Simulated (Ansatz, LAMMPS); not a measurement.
# Static equation of state of glassy 44SiO2-56MgO (mol %) (83 atoms)

Density of this cell: 2.66 g/cm³. The cell holds 83 atoms: 15 Si, 19 Mg and 49 O. Its edges and angles: a = 10.224 Å, b = 10.143 Å, c = 10.058 Å, α = 90.1°, β = 92.2°, γ = 90.4°. The starting structure: 83 atoms (15 Si, 19 Mg, 49 O) placed at random at 2.56 g/cm³, melted at 4000 K for 10 ps at fixed volume with the Morse and Coulomb pair potential with partial charges (Pedone, Malavasi, Menziani, Cormack and Segre, J. Phys. Chem. B 110, 11780 (2006)). Quenched from 4000 K to 300 K at 30 K/ps and fixed volume, held 10 ps at zero pressure.

Calculated with Ansatz 0.2.0: Kohn-Sham DFT, RPBE, PAW (set soft_2), plane waves; cutoff 420 eV, Γ point, fixed occupations. Cell and atoms were relaxed first, to V0 = 12.557 Å³ an atom at a residual P0 = 0.033 GPa. The cell was then scaled evenly, and the atoms were relaxed at each volume.

```
volume (Å³/atom)  pressure (GPa)
          11.301           9.917
          11.803               ?
          12.180           2.477
          12.933          -1.832
          13.310          -3.364
```

Task: Fit the third-order Birch–Murnaghan equation to the rows given and interpolate to the withheld row.

**Working.**

Take the Eulerian strain f = ½[(V0/V)^(2/3) − 1] and the normalised pressure F = (P − P0) / [3f(1 + 2f)^(5/2)]. The third-order Birch–Murnaghan equation is then the line F = B0 + (3/2)B0(B′ − 4) f, so u = f and v = F.

| u = f | v = F (GPa) |
| --- | --- |
| 0.0363833 | 75.9704 |
| 0.0102568 | 75.5113 |
| -0.00975630 | 66.9254 |
| -0.0190506 | 65.4884 |

With n = 4: mean u = 0.00445829, mean v = 70.9738, Σ(u − ū)² = 0.0018075, Σ(u − ū)(v − v̄) = 0.37233. Slope b = 0.37233 / 0.0018075 = 205.99; intercept a = v̄ − b ū = 70.056.

So B0 = a = 70.1 GPa and B′ = 4 + 2b/(3a) = 5.96. At the withheld volume f = 0.02106, F = a + b f = 74.39 GPa, and P = P0 + 3f(1 + 2f)^(5/2) F.

Prediction at 11.803: 5.243 GPa. The run gave 5.381 GPa, so the fit is low by 0.14 GPa (2.6 % of the value).

The series isn't one smooth equation of state: even a line fitted to all rows, the withheld one included, misses F by up to 3.9 % and the count of bonds changes along the series. B0 and B′ are then only the numbers of this fit, not moduli of the material. Among the rows given, the largest miss of the fit is at 11.301, by 0.21 GPa (1.5 % of the range of the table).

Limits: Static cells at zero temperature; the cell shape is held. The program notes that the SCF threshold of these relaxations is loose for the stress. The quench rate of 30 K/ps is many orders above laboratory rates, so the cell is likely richer in defects and strain than a real sample. The network of bonds at the start is that of the classical potential that made the cell, and needn't be the one that DFT or experiment would give. Only the Γ point is sampled, in a cell whose shortest periodic width is 10 Å.

[Logs are printed without paths, hosts, clocks, repeated set-up lines and the standing remarks that a program may print on its own settings, such as how far it seeks lower states.]

[Hosts, paths, dates, database ids (printed as entryN), source tags and the programs' standing remarks are cut or masked in the printed files.]
